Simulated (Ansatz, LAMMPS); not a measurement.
# Elastic response of glassy 67SiO2-11B2O3-11CaO-11K2O (mol %) (143 atoms), part 2 of 4

How stiff is glassy 67SiO2-11B2O3-11CaO-11K2O (mol %) (143 atoms)?

Ansatz 0.2.0; Kohn-Sham DFT, PBE, PAW (set soft_2), plane waves.

The cell: 31 Si, 10 B, 5 Ca, 10 K and 87 O. The quench rate of 20 K/ps far exceeds what a furnace or splat quench reaches. The starting topology of bonds comes from the classical model. Only the Γ point is sampled.

So far. Step 2 (Single point at the start): The r.m.s. force at the start is 1.2 eV/Å. Step 3 (Cell and atoms relaxed): The relaxation converged after 40 steps, with a largest force component of 0.041 eV/Å.

### 4. Single point at the relaxed geometry

The electronic structure is read at the final geometry, in a run of its own.

File input.yaml:

```yaml
crystal:
  lattice:
    - [12.67496, 0.15055, 0.00695]
    - [0.15055, 12.44342, 0.44706]
    - [0.00695, 0.44706, 12.87277]
  atoms:
    - { symbol: Si, position: [0.48697, 0.51358, 0.56965] }
    - { symbol: Si, position: [0.67561, 0.39261, 0.47831] }
    - { symbol: Si, position: [0.59631, 0.15199, 0.98717] }
    - { symbol: Si, position: [0.45387, 0.32888, 0.09361] }
    - { symbol: Si, position: [0.49816, 0.63446, 0.78529] }
    - { symbol: Si, position: [0.13832, 0.30196, 0.74722] }
    [... 131 atom lines left out ...]
    - { symbol: O, position: [0.63281, 0.40474, 0.35721] }
    - { symbol: O, position: [0.94653, 0.39012, 0.44306] }
    - { symbol: O, position: [0.16146, 0.01335, 0.68585] }
    - { symbol: O, position: [0.33199, 0.65929, 0.11731] }
    - { symbol: O, position: [0.51665, 0.04737, 0.98436] }
    - { symbol: O, position: [0.2349, 0.51295, 0.26728] }
kpoints:
  mp_grid: { grid: [1, 1, 1] }
hamiltonian:
  xc: pbe
scf:
  occupations: { method: fixed }
output:
  forces: true
  stress: true
  populations: intrinsic
  dos:
    method: { smearing: { sigma: 0.08 } }
    de: 0.1
    projected: { site_lists: { B: [B], Ca: [Ca], K: [K], O: [O], Si: [Si] } }
  eigenvalues: true
  write_density: true
  write_potential: true
  volumetric_format: npy
  elf: true
```

On the command line:

```sh
ansatz run input.yaml --threads 4 --pin off --max-ram 8192MiB --backend cpu --events-out ev --progress --plain --runs-dir out
```

Numbers of over 12 decimals in the logs are rounded to 6 here.

What it wrote:

```text
[...]
Crystal: 143 atoms, lattice volume = 2027.467 Å³
Basis set: ecut = 420 eV, 39641 PW (Γ), exchange–correlation on 180×180×180 points (8 copies of the dense FFT grid, shifted against one another)
Bands: 551, of which v1, the nominal top of the filled ones, is band 408 counted from 1 (407 counted from 0)
Symmetry: 1 space group operations
[...]
k-points: 1
[...]
SCF iter   1: F=—  HF=-95255.143788 eV  |F-HF|=—  |Δ(HF+E_count)|=         —  Δρ=2.04e-3  dr2=8.52e-2  ethr=1.77e-3  ⟨swp⟩=5.0  Hψ=1984  notcnv=0  defer=141
[...]
SCF iter   9: F=-95255.170844 eV  HF=-95255.170844 eV  |F-HF|=4.50e-8  |Δ(HF+E_count)|=   2.56e-7  Δρ=1.98e-6  dr2=8.86e-8  ethr=1.23e-11  ⟨swp⟩=23.0  Hψ=5947  notcnv=0
SCF 1 converged in 9 iterations: F = -95255.170844 eV  dr2 = 8.86e-8
[...]
WARN: The input density's exchange-correlation potential varies sharply where the density is thin. Do not read a vacuum level from v_tot or v_xc, or from such a field of the output density. On a cell that repeats whose density bears no net charge and no dipole along the vacuum's axis use v_es (v_loc + v_h of the components); [...]
SCF converged after 9 iterations
Free energy (F): -95255.170844 eV
[...]
Internal energy: -95255.170844 eV  (E = F + TS)
E sigma→0 (E₀):  -95255.170844 eV
Fermi energy:    3.740110 eV
[...]
--- Forces (eV/Å), atoms counted from 1 ---
  atom   1  Si    -0.00233187     0.02108317    -0.01497238
  atom   2  Si    -0.00885767    -0.01211868     0.00888182
  atom   3  Si     0.00167639     0.01669799    -0.01403673
  atom   4  Si     0.00797604     0.01816812     0.01781678
  atom   5  Si     0.02214005    -0.02929919     0.01541847
  atom   6  Si    -0.01602457    -0.00234420    -0.01523146
  atom   7  Si     0.00422752     0.01407652     0.00961018
  atom   8  Si     0.00971932    -0.00097762     0.02830588
  atom   9  Si    -0.01667573     0.01109170    -0.01136706
  atom  10  Si    -0.00551270     0.00070052     0.01559832
  atom  11  Si     0.00748321    -0.00148716     0.00018450
  atom  12  Si     0.02295895     0.00145419     0.00790761
  atom  13  Si     0.00092879     0.00355602    -0.00038521
  atom  14  Si     0.01269588    -0.00546667    -0.00226942
[...]
atom 142  O     -0.00123622    -0.00759111     0.00483634
  atom 143  O     -0.00543412    -0.00764092    -0.01145858
  max |Σ_I F_I| component: 1.80e-4 eV/Å
--- Stress (GPa, compression-positive) ---
       -0.004358       0.020133      -0.002927
        0.020130      -0.007329       0.031109
       -0.002928       0.031108       0.020047
  P = ⅓ Tr σ = 0.0028 GPa (0.028 kbar)
--- Band table (eV) ---
[...]
--- intrinsic populations: 143 sites ---
  site symbol       q [e]
     0     Si      2.3108
     1     Si      2.2724
     2     Si      2.3462
[...]
142      O      6.8303
  spilling = -0.000000 (of n_electrons = 816.000000)
```

It took 35 s on 4 threads of Intel Xeon Platinum 8488C (Sapphire Rapids), shared host; peak memory 3.2 GiB.

The program notes that the exchange-correlation potential is rough where the density is thin.

The run gave:

* free energy: -95255.1708 eV
* free energy per atom: -666.1201 eV/atom
* SCF cycles: 9
* pressure: 0.002787 GPa
* r.m.s. force component: 0.00976 eV/Å
* longest force: 0.04194 eV/Å
* Fermi energy: 3.74 eV
* gap (highest filled to lowest empty level): 3.441 eV

### 5. Volume -3 %

The relaxed cell is scaled evenly and the atoms are relaxed again; the stress at the end gives one point of P(V).

input.yaml, the sections that differ from step 4:

```yaml
crystal:
  lattice:
    - [12.54692, 0.14903, 0.00688]
    - [0.14903, 12.31772, 0.44254]
    - [0.00688, 0.44254, 12.74273]
  atoms:
    [... the 143 atom lines of step 4 ...]
output:
  forces: true
  eigenvalues: true
  stress: true
relax:
  f_tol: 0.05
  max_steps: 70
# kpoints, hamiltonian, scf: as in step 4
```

What it wrote:

```text
Warning: output.stress: scf.convergence.dr2_threshold = 1e-7 eV (the SCF's general default) is looser than the 1.08e-8 eV advised for a printed stress (1e-10 eV for each atom of the cell: 143, of which 108 are counted). What an SCF threshold leaves in a stress goes as its square root, and in the free energy as the threshold itself, and one threshold admits the most on a small cell: [...]
[...]
Crystal: 143 atoms, lattice volume = 1966.642 Å³
Basis set: ecut = 420 eV, 38437 PW (Γ), exchange–correlation on 180×180×180 points (8 copies of the dense FFT grid, shifted against one another)
Bands: 551, of which v1, the nominal top of the filled ones, is band 408 counted from 1 (407 counted from 0)
Symmetry: 1 space group operations
[...]
k-points: 1
[...]
SCF iter   1: F=—  HF=-95254.299624 eV  |F-HF|=—  |Δ(HF+E_count)|=         —  Δρ=2.12e-3  dr2=8.93e-2  ethr=1.77e-3  ⟨swp⟩=5.0  Hψ=1984  notcnv=0  defer=141
[...]
SCF iter   5: F=—  HF=-95254.325688 eV  |F-HF|=—  |Δ(HF+E_count)|=   5.31e-5  Δρ=9.54e-5  dr2=1.88e-4  ethr=7.87e-8  ⟨swp⟩=2.0  Hψ=740  notcnv=0  defer=141
SCF iter   6: F=-95254.325675 eV  HF=-95254.325684 eV  |F-HF|=8.21e-6  |Δ(HF+E_count)|=   3.97e-6  Δρ=3.51e-5  dr2=2.67e-5  ethr=7.66e-9  ⟨swp⟩=18.0  Hψ=4389  notcnv=0
SCF 1 converged in 6 iterations: F = -95254.325675 eV  dr2 = 2.67e-5
[...]
relax step   1: F+E_penalty+E_count = -95254.32567543 eV  Δ(F+E_penalty+E_count) = +0.000e0 eV  max|allowed force component| = 6.671e-1 eV/Å  Δτ_max = 0.0000 Å  (6 SCF iters, dr2 threshold 6.25e-5 eV, accepted)
[...]
relax step   2: F+E_penalty+E_count = -95254.68703987 eV  Δ(F+E_penalty+E_count) = -3.614e-1 eV  max|allowed force component| = 3.729e-1 eV/Å  Δτ_max = 0.0799 Å  (7 SCF iters, dr2 threshold 2.78e-5 eV, accepted)
[...]
relax step   3: F+E_penalty+E_count = -95254.85998998 eV  Δ(F+E_penalty+E_count) = -1.730e-1 eV  max|allowed force component| = 1.869e-1 eV/Å  Δτ_max = 0.0907 Å  (7 SCF iters, dr2 threshold 8.69e-6 eV, accepted)
relax step   4: F+E_penalty+E_count = -95254.89452428 eV  Δ(F+E_penalty+E_count) = -3.453e-2 eV  max|allowed force component| = 1.212e-1 eV/Å  Δτ_max = 0.0842 Å  (7 SCF iters, dr2 threshold 8.78e-6 eV, accepted)
relax step   5: F+E_penalty+E_count = -95254.62405020 eV  Δ(F+E_penalty+E_count) = +2.705e-1 eV  max|allowed force component| = 8.337e-1 eV/Å  Δτ_max = 0.2000 Å  (8 SCF iters, dr2 threshold 3.69e-6 eV, rejected (line search))
relax step   6: F+E_penalty+E_count = -95254.92466121 eV  Δ(F+E_penalty+E_count) = -3.014e-2 eV  max|allowed force component| = 9.059e-2 eV/Å  Δτ_max = 0.0390 Å  (10 SCF iters, accepted)
relax step   7: F+E_penalty+E_count = -95254.92197810 eV  Δ(F+E_penalty+E_count) = +2.683e-3 eV  max|allowed force component| = 1.583e-1 eV/Å  Δτ_max = 0.1000 Å  (7 SCF iters, dr2 threshold 3.45e-6 eV, rejected (line search))
relax step   8: F+E_penalty+E_count = -95254.93608102 eV  Δ(F+E_penalty+E_count) = -1.142e-2 eV  max|allowed force component| = 6.562e-2 eV/Å  Δτ_max = 0.0488 Å  (9 SCF iters, accepted)
relax step   9: F+E_penalty+E_count = -95254.93684584 eV  Δ(F+E_penalty+E_count) = -7.648e-4 eV  max|allowed force component| = 8.766e-2 eV/Å  Δτ_max = 0.0291 Å  (8 SCF iters, accepted)
relax step  10: F+E_penalty+E_count = -95254.93981877 eV  Δ(F+E_penalty+E_count) = -2.973e-3 eV  max|allowed force component| = 4.719e-2 eV/Å  Δτ_max = 0.0102 Å  (5 SCF iters, dr2 threshold 4.03e-6 eV, accepted)
[...]
relax step  11: F+E_penalty+E_count = -95254.93981903 eV  Δ(F+E_penalty+E_count) = -2.531e-7 eV  max|allowed force component| = 4.708e-2 eV/Å  Δτ_max = 0.0000 Å  (4 SCF iters, accepted)
SCF converged after 4 iterations
Free energy (F): -95254.939819 eV
[...]
Internal energy: -95254.939819 eV  (E = F + TS)
E sigma→0 (E₀):  -95254.939819 eV
Fermi energy:    4.040401 eV
[...]
Σ components = -95254.939819   (vs F -95254.939819, Δ=0.00e0)
--- Forces (eV/Å), atoms counted from 1 ---
  atom   1  Si    -0.00231455     0.00936678    -0.00274514
  atom   2  Si    -0.00805408     0.01188692    -0.01332252
  atom   3  Si     0.02311009     0.02128737     0.00618737
  atom   4  Si     0.02327451     0.01492872     0.00570336
[...]
atom 143  O      0.00288070     0.01272350    -0.00387040
  max |Σ_I F_I| component: 2.10e-5 eV/Å
--- Stress (GPa, compression-positive) ---
        1.135964       0.018013      -0.135954
        0.018011       1.329970       0.051495
       -0.135957       0.051493       1.236114
  P = ⅓ Tr σ = 1.2340 GPa (12.340 kbar)
--- Band table (eV) ---
[...]
--- Relaxed structure (11 steps of the walk, 9 accepted, 0 SCFs on fresh bases) ---
  F+E_penalty+E_count = -95254.93981903 eV   max|allowed force component| = 4.708e-2 eV/Å
  atoms:
    - { symbol: Si, position: [0.485954, 0.512607, 0.570181] }
    - { symbol: Si, position: [0.673793, 0.391396, 0.479635] }
    - { symbol: Si, position: [0.597807, 0.150411, 0.985794] }
    - { symbol: Si, position: [0.452737, 0.326857, 0.091613] }
[...]
- { symbol: O, position: [0.237690, 0.513945, 0.267130] }
```

Elapsed: 4.1 min, on 4 threads; peak memory 3.2 GiB; 15 min of CPU time.

The program notes that the SCF threshold is loose for the stress.

The relaxation converged after 11 steps, 0.614 eV below its start, with a largest force component of 0.047 eV/Å.

Volume -3 %: the energy stands 0.231 eV above that of the reference, at a pressure of 1.23 GPa.

### 6. Volume +3 %

The relaxed cell is scaled to another volume.

Input and log are left out; they have the form of those shown for this kind of step.

The job ended after 4.4 min (4 threads of Intel Xeon Platinum 8488C (Sapphire Rapids), shared host; peak memory 3.3 GiB).

The relaxation converged after 11 steps, 0.564 eV below its start, with a largest force component of 0.046 eV/Å.

Volume +3 %: the energy stands 0.194 eV above that of the reference, at a pressure of -1.02 GPa.

### 7. Volume -6 %

The relaxed cell is scaled to another volume.

input.yaml, the sections that differ from step 5:

```yaml
crystal:
  lattice:
    - [12.41621, 0.14748, 0.00681]
    - [0.14748, 12.1894, 0.43793]
    - [0.00681, 0.43793, 12.60999]
  atoms:
    [... the 143 atom lines of step 4 ...]
# kpoints, hamiltonian, scf, output, relax: as in step 5
```

What it wrote:

```text
[...]
Crystal: 143 atoms, lattice volume = 1905.818 Å³
Basis set: ecut = 420 eV, 37287 PW (Γ), exchange–correlation on 180×180×180 points (8 copies of the dense FFT grid, shifted against one another)
Bands: 551, of which v1, the nominal top of the filled ones, is band 408 counted from 1 (407 counted from 0)
Symmetry: 1 space group operations
[...]
k-points: 1
[...]
SCF iter   1: F=—  HF=-95251.596479 eV  |F-HF|=—  |Δ(HF+E_count)|=         —  Δρ=2.21e-3  dr2=9.56e-2  ethr=1.77e-3  ⟨swp⟩=4.0  Hψ=2121  notcnv=0  defer=141
[...]
SCF iter   5: F=—  HF=-95251.619881 eV  |F-HF|=—  |Δ(HF+E_count)|=   7.98e-5  Δρ=9.36e-5  dr2=1.59e-4  ethr=6.64e-8  ⟨swp⟩=2.0  Hψ=716  notcnv=0  defer=141
SCF iter   6: F=-95251.619869 eV  HF=-95251.619871 eV  |F-HF|=2.10e-6  |Δ(HF+E_count)|=   1.01e-5  Δρ=2.64e-5  dr2=1.56e-5  ethr=7.66e-9  ⟨swp⟩=19.0  Hψ=4387  notcnv=0
SCF 1 converged in 6 iterations: F = -95251.619869 eV  dr2 = 1.56e-5
[...]
relax step   1: F+E_penalty+E_count = -95251.61986887 eV  Δ(F+E_penalty+E_count) = +0.000e0 eV  max|allowed force component| = 1.401e0 eV/Å  Δτ_max = 0.0000 Å  (6 SCF iters, dr2 threshold 6.25e-5 eV, accepted)
[...]
relax step   2: F+E_penalty+E_count = -95253.13829090 eV  Δ(F+E_penalty+E_count) = -1.518e0 eV  max|allowed force component| = 7.738e-1 eV/Å  Δτ_max = 0.1551 Å  (7 SCF iters, dr2 threshold 1.00e-4 eV, accepted)
[...]
relax step   3: F+E_penalty+E_count = -95253.86563776 eV  Δ(F+E_penalty+E_count) = -7.273e-1 eV  max|allowed force component| = 4.265e-1 eV/Å  Δτ_max = 0.1916 Å  (7 SCF iters, dr2 threshold 3.74e-5 eV, accepted)
relax step   4: F+E_penalty+E_count = -95254.00752533 eV  Δ(F+E_penalty+E_count) = -1.419e-1 eV  max|allowed force component| = 4.697e-1 eV/Å  Δτ_max = 0.2000 Å  (7 SCF iters, dr2 threshold 5.53e-5 eV, accepted)
relax step   5: F+E_penalty+E_count = -95254.11053231 eV  Δ(F+E_penalty+E_count) = -1.030e-1 eV  max|allowed force component| = 2.389e-1 eV/Å  Δτ_max = 0.1484 Å  (6 SCF iters, dr2 threshold 6.70e-5 eV, accepted)
relax step   6: F+E_penalty+E_count = -95254.12546555 eV  Δ(F+E_penalty+E_count) = -1.493e-2 eV  max|allowed force component| = 2.528e-1 eV/Å  Δτ_max = 0.2000 Å  (7 SCF iters, dr2 threshold 1.48e-5 eV, accepted)
relax step   7: F+E_penalty+E_count = -95254.17956517 eV  Δ(F+E_penalty+E_count) = -5.410e-2 eV  max|allowed force component| = 1.246e-1 eV/Å  Δτ_max = 0.1173 Å  (7 SCF iters, dr2 threshold 1.65e-5 eV, accepted)
relax step   8: F+E_penalty+E_count = -95254.19004682 eV  Δ(F+E_penalty+E_count) = -1.048e-2 eV  max|allowed force component| = 1.159e-1 eV/Å  Δτ_max = 0.0240 Å  (6 SCF iters, dr2 threshold 3.77e-6 eV, accepted)
relax step   9: F+E_penalty+E_count = -95254.14490677 eV  Δ(F+E_penalty+E_count) = +4.514e-2 eV  max|allowed force component| = 2.801e-1 eV/Å  Δτ_max = 0.2000 Å  (8 SCF iters, dr2 threshold 3.27e-6 eV, rejected (line search))
relax step  10: F+E_penalty+E_count = -95254.21466452 eV  Δ(F+E_penalty+E_count) = -2.462e-2 eV  max|allowed force component| = 8.739e-2 eV/Å  Δτ_max = 0.0646 Å  (10 SCF iters, accepted)
relax step  11: F+E_penalty+E_count = -95254.22696860 eV  Δ(F+E_penalty+E_count) = -1.230e-2 eV  max|allowed force component| = 8.967e-2 eV/Å  Δτ_max = 0.1000 Å  (7 SCF iters, dr2 threshold 4.34e-6 eV, accepted)
relax step  12: F+E_penalty+E_count = -95254.23347778 eV  Δ(F+E_penalty+E_count) = -6.509e-3 eV  max|allowed force component| = 6.465e-2 eV/Å  Δτ_max = 0.0277 Å  (6 SCF iters, dr2 threshold 4.57e-6 eV, accepted)
relax step  13: F+E_penalty+E_count = -95254.23825764 eV  Δ(F+E_penalty+E_count) = -4.780e-3 eV  max|allowed force component| = 5.326e-2 eV/Å  Δτ_max = 0.0171 Å  (7 SCF iters, accepted)
relax step  14: F+E_penalty+E_count = -95254.24204948 eV  Δ(F+E_penalty+E_count) = -3.792e-3 eV  max|allowed force component| = 1.148e-1 eV/Å  Δτ_max = 0.0364 Å  (8 SCF iters, accepted)
relax step  15: F+E_penalty+E_count = -95254.24440077 eV  Δ(F+E_penalty+E_count) = -2.351e-3 eV  max|allowed force component| = 9.553e-2 eV/Å  Δτ_max = 0.0340 Å  (5 SCF iters, dr2 threshold 8.94e-6 eV, accepted)
relax step  16: F+E_penalty+E_count = -95254.23314795 eV  Δ(F+E_penalty+E_count) = +1.125e-2 eV  max|allowed force component| = 1.398e-1 eV/Å  Δτ_max = 0.0531 Å  (7 SCF iters, dr2 threshold 6.32e-6 eV, rejected (line search))
[...]
relax step  17: F+E_penalty+E_count = -95254.24798390 eV  Δ(F+E_penalty+E_count) = -3.583e-3 eV  max|allowed force component| = 4.534e-2 eV/Å  Δτ_max = 0.0148 Å  (8 SCF iters, accepted)
SCF converged after 8 iterations
Free energy (F): -95254.247984 eV
[...]
Internal energy: -95254.247984 eV  (E = F + TS)
E sigma→0 (E₀):  -95254.247984 eV
Fermi energy:    4.357930 eV
[...]
Σ components = -95254.247984   (vs F -95254.247984, Δ=0.00e0)
--- Forces (eV/Å), atoms counted from 1 ---
  atom   1  Si     0.00218603     0.00002046     0.00516895
  atom   2  Si     0.00633038     0.00189209    -0.00701580
  atom   3  Si     0.00178273     0.00228090    -0.01173989
  atom   4  Si     0.00263411    -0.00550230    -0.00819398
[...]
atom 143  O     -0.00636425     0.00110039     0.00603242
  max |Σ_I F_I| component: 2.11e-5 eV/Å
--- Stress (GPa, compression-positive) ---
        2.332829      -0.005494      -0.282027
       -0.005493       2.777122       0.035990
       -0.282030       0.035990       2.527734
  P = ⅓ Tr σ = 2.5459 GPa (25.459 kbar)
--- Band table (eV) ---
[...]
--- Relaxed structure (17 steps of the walk, 15 accepted, 0 SCFs on fresh bases) ---
  F+E_penalty+E_count = -95254.24798390 eV   max|allowed force component| = 4.534e-2 eV/Å
  atoms:
    - { symbol: Si, position: [0.486165, 0.512378, 0.570357] }
    - { symbol: Si, position: [0.673579, 0.390685, 0.479940] }
    - { symbol: Si, position: [0.600148, 0.146644, 0.985969] }
    - { symbol: Si, position: [0.449262, 0.321334, 0.091054] }
[...]
- { symbol: O, position: [0.239445, 0.515069, 0.266903] }
```

Elapsed: 6.5 min, on 4 threads; peak memory 3.1 GiB.

The relaxation converged after 17 steps, 2.63 eV below its start, with a largest force component of 0.045 eV/Å.

Volume -6 %: the energy stands 0.923 eV above that of the reference, at a pressure of 2.55 GPa.

(Part 2 of 4 ends here.)

[Logs are printed without paths, hosts, clocks, repeated set-up lines and the standing remarks that a program may print on its own settings, such as how far it seeks lower states.]

[Hosts, paths, dates, database ids (printed as entryN), source tags and the programs' standing remarks are cut or masked in the printed files.]
